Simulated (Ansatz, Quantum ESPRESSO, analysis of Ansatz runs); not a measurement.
# Li5AuO4 (C2/m), nudged elastic band: V_Li hop (2.4 Å) (q = −1), part 4 of 5

Aim: the barrier of one jump in Li5AuO4 (C2/m) at charge −1: V_Li hop (2.4 Å). The model is a cell of 80 host atoms with 1 Li taken out; Li is the atom that moves.

Ansatz 0.2.0; plane-wave PAW DFT, PBEsol; nudged elastic band between two relaxed defect structures at fixed charge in a uniform background.

So far: Starting point; Relaxation of the start point, charge −1; Relaxation of the end point, charge −1; Nudged elastic band, charge −1.

## (4) Nudged elastic band, charge −1 (continued)

The path, image by image:

| image | path (Å) | energy (eV) | Li26: x, y, z (Å) |
| --- | --- | --- | --- |
| 0 | 0.000 | 0.0000 | 1.475, 2.124, 4.603 |
| 1 | 0.412 | 0.0949 | 1.759, 2.231, 4.537 |
| 2 | 0.824 | 0.2776 | 2.111, 2.342, 4.499 |
| 3 | 1.236 | 0.3776 | 2.500, 2.413, 4.515 |
| 4 | 1.629 | 0.2785 | 2.872, 2.446, 4.556 |
| 5 | 2.023 | 0.0924 | 3.221, 2.501, 4.557 |
| 6 | 2.417 | -0.0002 | 3.507, 2.564, 4.527 |

This step gave:

```yaml
free_energy: -129955.0610 eV
barrier_forward: 0.3776 eV
barrier_backward: 0.3777 eV
end_less_start: -1.67e-4 eV
hop_length: 2.080 Å
```

Track of the atom that was set to move:

| image | x (Å) | y (Å) | z (Å) | nearest neighbour | distance (Å) |
| --- | --- | --- | --- | --- | --- |
| 0 | 1.475 | 2.124 | 4.603 | O | 1.883 |
| 1 | 1.759 | 2.231 | 4.537 | O | 1.818 |
| 2 | 2.111 | 2.342 | 4.499 | O | 1.769 |
| 3 | 2.5 | 2.413 | 4.515 | O | 1.763 |
| 4 | 2.872 | 2.446 | 4.556 | O | 1.771 |
| 5 | 3.221 | 2.501 | 4.557 | O | 1.82 |
| 6 | 3.507 | 2.564 | 4.527 | O | 1.884 |

The band met its tolerance of 0.04 eV/Å after 5 iterations, with image 3 on top (the start counts as 0). Li26, which moves farthest between the ends, has 4 O at 1.88 to 2.05 Å nearest at the start and 2 O at 1.76 Å at the top.

## (5) Single point at the start point, PBEsol, denser k-mesh

Three single points on a mesh of more k-points (start, top, end) test the sampling. The start is shown; top and end are run alike.

This step: plane-wave PAW DFT, PBEsol; single point of a defect supercell on a structure of the PBEsol path.

qm1.start.mesh/input.yaml

```yaml
crystal:
  lattice:
    - [9.40268524, 0.0, -0.02548652]
    - [0.0, 9.40405317, 0.0]
    - [-2.07562506, 0.0, 9.16358709]
  atoms:
    - { symbol: Li, position: [-0.00030405, 0.79046413, 0.24878761] }
    - { symbol: Li, position: [0.25496834, 0.29063313, 0.25220991] }
[... 12 atom lines left out ...]
    - { symbol: O, position: [0.12351486, 0.3512697, 0.37333692] }
[... 4 atom lines left out ...]
    - { symbol: O, position: [0.37099386, 0.14225937, 0.37006134] }
[... 1 atom line left out ...]
    - { symbol: Li, position: [0.24489864, 0.29082304, 0.75371413] }
[... 3 atom lines left out ...]
    - { symbol: Li, position: [0.26796309, 0.22580877, 0.50303573] }
[... 3 atom lines left out ...]
    - { symbol: Li, position: [0.25081848, 0.49981655, 0.50254686] }
[... 3 atom lines left out ...]
    - { symbol: O, position: [0.36296855, 0.36272498, 0.63746434] }
[... 2 atom lines left out ...]
    - { symbol: O, position: [0.12907215, 0.14701934, 0.62403599] }
[... 9 atom lines left out ...]
    - { symbol: Li, position: [0.50519473, 0.21692951, 0.2630192] }
[... 18 atom lines left out ...]
    - { symbol: Li, position: [0.49495049, 0.21681544, 0.73566945] }
[... 1 atom line left out ...]
    - { symbol: Li, position: [0.50014096, 0.00867593, 0.49935047] }
[... 7 atom lines left out ...]
    - { symbol: O, position: [0.62930809, 0.14231216, 0.62858827] }
[... 2 atom lines left out ...]
    - { symbol: O, position: [0.8715638, 0.14533138, 0.87526754] }
total_charge: -1
basis:
  ecutwfc: 420
  xc_grid: 2
hamiltonian:
  xc: pbesol
kpoints:
  mp_grid: { grid: [2, 2, 2], shift: [0.5, 0.5, 0.5] }
scf:
  occupations: { method: fixed }
  max_iter: 150
output:
  forces: true
  eigenvalues: true
checkpoint:
  write: "../qm1.start.mesh.run"
  compress: false
  write_wavefunctions: false
  write_every: 100000
```

On the command line:

```console
ansatz run input.yaml --threads 4 --pin off --max-ram 15073MiB --backend cpu --events-out ev --progress --plain --runs-dir out
```

Numbers of over 12 decimals in the logs are rounded to 6 here.

What it wrote:

```text
[...]
Crystal: 79 atoms, lattice volume = 809.778 Å³
Basis set: ecut = 420 eV, 15817 PW (Γ), exchange–correlation on 128×128×128 points (8 copies of the dense FFT grid, shifted against one another)
Bands: 310, of which v1, the nominal top of the filled ones, is band 231 counted from 1 (230 counted from 0)
Symmetry: 1 space group operations
[...]
k-points: 4 of 8 (time reversal used)
[...]
SCF iter   1: F=—  HF=-129955.972966 eV  |F-HF|=—  |Δ(HF+E_count)|=         —  Δρ=1.69e-2  dr2=1.83e0  ethr=1.77e-3  ⟨swp⟩=5.0  Hψ=3872  notcnv=0  defer=294
[...]
SCF iter  10: F=-129955.450341 eV  HF=-129955.450341 eV  |F-HF|=5.25e-9  |Δ(HF+E_count)|=   1.25e-7  Δρ=2.85e-6  dr2=7.19e-8  ethr=2.16e-11  ⟨swp⟩=11.0  Hψ=4646  notcnv=0
SCF 1 converged in 10 iterations: F = -129955.450341 eV  dr2 = 7.19e-8
[...]
SCF converged after 10 iterations
Free energy (F): -129955.450341 eV
[...]
Internal energy: -129955.450341 eV  (E = F + TS)
E sigma→0 (E₀):  -129955.450341 eV
Fermi energy:    5.396610 eV
[...]
--- Forces (eV/Å), atoms counted from 1 ---
  atom   1  Li     0.00412928     0.00432658    -0.00069478
  atom   2  Li    -0.00287420    -0.00502252    -0.00668684
  [... 12 atoms left out ...]
  atom  15  O      0.00169205     0.00208133     0.00646164
  [... 4 atoms left out ...]
  atom  20  O     -0.01339521    -0.00004901    -0.01116913
  [... 5 atoms left out ...]
  atom  26  Li     0.00259837     0.00617464     0.00225699
  [... 3 atoms left out ...]
  atom  30  Li     0.00264226    -0.00244586    -0.00237675
  [... 3 atoms left out ...]
  atom  34  O     -0.00579816    -0.01319878     0.00512081
  [... 12 atoms left out ...]
  atom  47  Li     0.00219847    -0.01166451    -0.00032432
  [... 18 atoms left out ...]
  atom  66  Li     0.00086645    -0.00784046    -0.00200896
  [... 1 atom left out ...]
  atom  68  Li    -0.00037728    -0.00490367     0.00002068
  [... 7 atoms left out ...]
  atom  76  O      0.00920406    -0.00175738     0.01022581
  [... 3 atoms left out ...]
  max |Σ_I F_I| component: 1.98e-4 eV/Å
--- Band table (eV) ---
[...]
[... further k-points left out ...]
```

Elapsed: 48 s, on 4 threads of Arm Neoverse V1, shared host; peak memory 4.2 GiB.

Numbers from this step:

| Item | Value |
| --- | --- |
| free energy | -129955.4503 eV |

## (6) Barrier from single points, PBEsol, denser k-mesh

Analysis of the runs above: barrier from PBEsol single points on the PBEsol path.

It gives:

| Quantity | Value |
| --- | --- |
| barrier forward | 0.3801 eV |
| barrier backward | 0.3804 eV |
| end less start | -2.46e-4 eV |

This gives 0.380 eV against the band's 0.378 eV (backward 0.380 against 0.378 eV). This mesh holds only the band's own point and its sign variants, so it tests the average over those and no finer sampling.

## (7) Single point at the start point, r2SCAN

Three single points with a meta-GGA, at its higher cutoff of 500 eV, show what it does to the barrier on the path found. The start is shown; top and end are run alike.

This step: plane-wave PAW DFT, r2SCAN; single point of a defect supercell on a structure of the PBEsol path.

qm1.start.r2scan/input.yaml, as its differences from qm1.start.mesh/input.yaml of step 5:

```diff
@@ -34,8 +34,8 @@
 basis:
-  ecutwfc: 420
+  ecutwfc: 500
   xc_grid: 2
 hamiltonian:
-  xc: pbesol
+  xc: r2scan
 kpoints:
-  mp_grid: { grid: [2, 2, 2], shift: [0.5, 0.5, 0.5] }
+  mp_grid: { grid: [1, 1, 1], shift: [0.25, 0.25, 0.25] }
 scf:
@@ -47,3 +47,3 @@
 checkpoint:
-  write: "../qm1.start.mesh.run"
+  write: "../qm1.start.r2scan.run"
   compress: false
```

What it wrote:

```text
[...]
Crystal: 79 atoms, lattice volume = 809.778 Å³
Basis set: ecut = 500 eV, 20549 PW (Γ), exchange–correlation on 144×144×144 points (8 copies of the dense FFT grid, shifted against one another)
Bands: 310, of which v1, the nominal top of the filled ones, is band 231 counted from 1 (230 counted from 0)
Symmetry: 1 space group operations
[...]
k-points: 1
[...]
SCF iter   1: F=—  HF=-131541.407400 eV  |F-HF|=—  |Δ(HF+E_count)|=         —  Δρ=6.41e-3  dr2=1.77e-1  dr2_τ=2.42e0  ethr=1.77e-3  ⟨swp⟩=5.0  Hψ=968  notcnv=0  defer=75
[...]
SCF iter  10: F=-131543.533496 eV  HF=-131543.533496 eV  |F-HF|=5.01e-9  |Δ(HF+E_count)|=   1.37e-8  Δρ=1.50e-6  dr2=1.99e-8  dr2_τ=2.57e-9  ethr=2.16e-11  ⟨swp⟩=10.0  Hψ=1065  notcnv=0
SCF 1 converged in 10 iterations: F = -131543.533496 eV  dr2 = 1.99e-8
[...]
SCF converged after 10 iterations
Free energy (F): -131543.533496 eV
[...]
Internal energy: -131543.533496 eV  (E = F + TS)
E sigma→0 (E₀):  -131543.533496 eV
Fermi energy:    5.011288 eV
[...]
--- Forces (eV/Å), atoms counted from 1 ---
  atom   1  Li     0.00291478    -0.03796264    -0.00000573
  atom   2  Li     0.00285673    -0.04547575    -0.00211075
  [... 12 atoms left out ...]
  atom  15  O      0.04159636    -0.06923668     0.05100196
  [... 4 atoms left out ...]
  atom  20  O      0.03414493     0.06637496     0.03735395
  [... 5 atoms left out ...]
  atom  26  Li    -0.00748663     0.04027848    -0.00540190
  [... 3 atoms left out ...]
  atom  30  Li     0.01084432    -0.00503962    -0.00340655
  [... 3 atoms left out ...]
  atom  34  O     -0.06766452    -0.09107753    -0.03211563
  [... 12 atoms left out ...]
  atom  47  Li     0.00332123     0.02791964    -0.00175267
  [... 18 atoms left out ...]
  atom  66  Li     0.00060127     0.03152255    -0.00009167
  [... 1 atom left out ...]
  atom  68  Li    -0.00065492    -0.00260467     0.00021889
  [... 7 atoms left out ...]
  atom  76  O     -0.03500923     0.06346872    -0.03481839
  [... 3 atoms left out ...]
  max |Σ_I F_I| component: 1.21e-3 eV/Å
--- Band table (eV) ---
[...]
```

Wall time 27 s (4 threads); peak memory 2.1 GiB; 1.7 min of CPU time.

This step gave:

```yaml
free_energy: -131543.5335 eV
```

## (8) Barrier from single points, r2SCAN

Analysis of the runs above: barrier from r2SCAN single points on the PBEsol path.

It gives:

```yaml
barrier_forward: 0.3972 eV
barrier_backward: 0.3980 eV
end_less_start: -8.34e-4 eV
```

This gives 0.397 eV against the band's 0.378 eV.

## (9) Single point at the start point, HSE06

A whole band with exact exchange would cost too much, so three single points on the path found stand in. The start is shown; top and end are run alike.

This step: plane-wave PAW DFT, HSE06; single point of a defect supercell on a structure of the PBEsol path.

qm1.start.hse06/input.yaml, as its differences from qm1.start.r2scan/input.yaml of step 7:

```diff
@@ -34,6 +34,6 @@
 basis:
-  ecutwfc: 500
+  ecutwfc: 420
   xc_grid: 2
 hamiltonian:
-  xc: r2scan
+  xc: hse06
 kpoints:
@@ -47,3 +47,3 @@
 checkpoint:
-  write: "../qm1.start.r2scan.run"
+  write: "../qm1.start.hse06.run"
   compress: false
```

What it wrote:

```text
[...]
Warning: kpoints.mp_grid.shift: disabling space-group detection — at a shift other than 0 and half a step a hybrid functional's run that is held to the crystal's symmetry can end above its lowest state, and by default nothing tells of it, so the full k-mesh [...]
exact exchange: scf.exx.singularity resolves to wigner_seitz, which cuts the screened interaction at the faces of the exchange supercell's Wigner-Seitz cell, so that each pair interacts once, at the shortest of its separations (the periodic images that this [...]
[...]
davidson cushion auto → on  (no smearing: the cushion is to keep the highest requested band from converging to the state above it; pin scf.eigensolver.cushion to override)
Crystal: 79 atoms, lattice volume = 809.778 Å³
Basis set: ecut = 420 eV, 15817 PW (Γ), exchange–correlation on 128×128×128 points (8 copies of the dense FFT grid, shifted against one another)
[...]
Internal energy: -131387.476897 eV  (E = F + TS)
E sigma→0 (E₀):  -131387.476897 eV
Fermi energy:    4.140577 eV
[...]
--- Forces (eV/Å), atoms counted from 1 ---
  atom   1  Li     0.00383987    -0.09246029    -0.00226751
  atom   2  Li     0.00669263    -0.10529443     0.00262485
  [... 12 atoms left out ...]
  atom  15  O     -0.11147565     0.16274244    -0.15630604
  [... 4 atoms left out ...]
  atom  20  O     -0.11975861    -0.17727180    -0.16622524
  [... 5 atoms left out ...]
  atom  26  Li     0.00460886     0.06895748    -0.01007751
  [... 3 atoms left out ...]
  atom  30  Li     0.01443656    -0.01838017     0.01308410
  [... 3 atoms left out ...]
  atom  34  O      0.06474101     0.13497811     0.17522964
  [... 12 atoms left out ...]
  atom  47  Li    -0.00277826     0.07805601     0.00596459
  [... 18 atoms left out ...]
  atom  66  Li     0.00673299     0.08181800    -0.00751306
  [... 1 atom left out ...]
  atom  68  Li    -0.00056041     0.02222465     0.00029110
  [... 7 atoms left out ...]
  atom  76  O      0.11848075    -0.18014081     0.16891817
  [... 3 atoms left out ...]
  max |Σ_I F_I| component: 2.30e-5 eV/Å
--- Band table (eV) ---
[...]
[key lines of the parts left out:]
Free energy (F): -131387.476897 eV
```

Run time: 5.7 min. Hardware: 4 threads; peak memory 2.6 GiB.

Read from the output:

| Quantity | Value |
| --- | --- |
| free energy | -131387.4769 eV |

## (10) Barrier from single points, HSE06

Analysis of the runs above: barrier from HSE06 single points on the PBEsol path.

It gives:

* barrier forward: 0.3519 eV
* barrier backward: 0.3530 eV
* end less start: -0.001141 eV

This gives 0.352 eV against the band's 0.378 eV.

(Part 4 of 5 ends here.)

[Logs are printed without paths, hosts, clocks, repeated set-up lines and the standing remarks that a program may print on its own settings, such as how far it seeks lower states.]

[Hosts, paths, dates, database ids (printed as entryN), source tags and the programs' standing remarks are cut or masked in the printed files.]
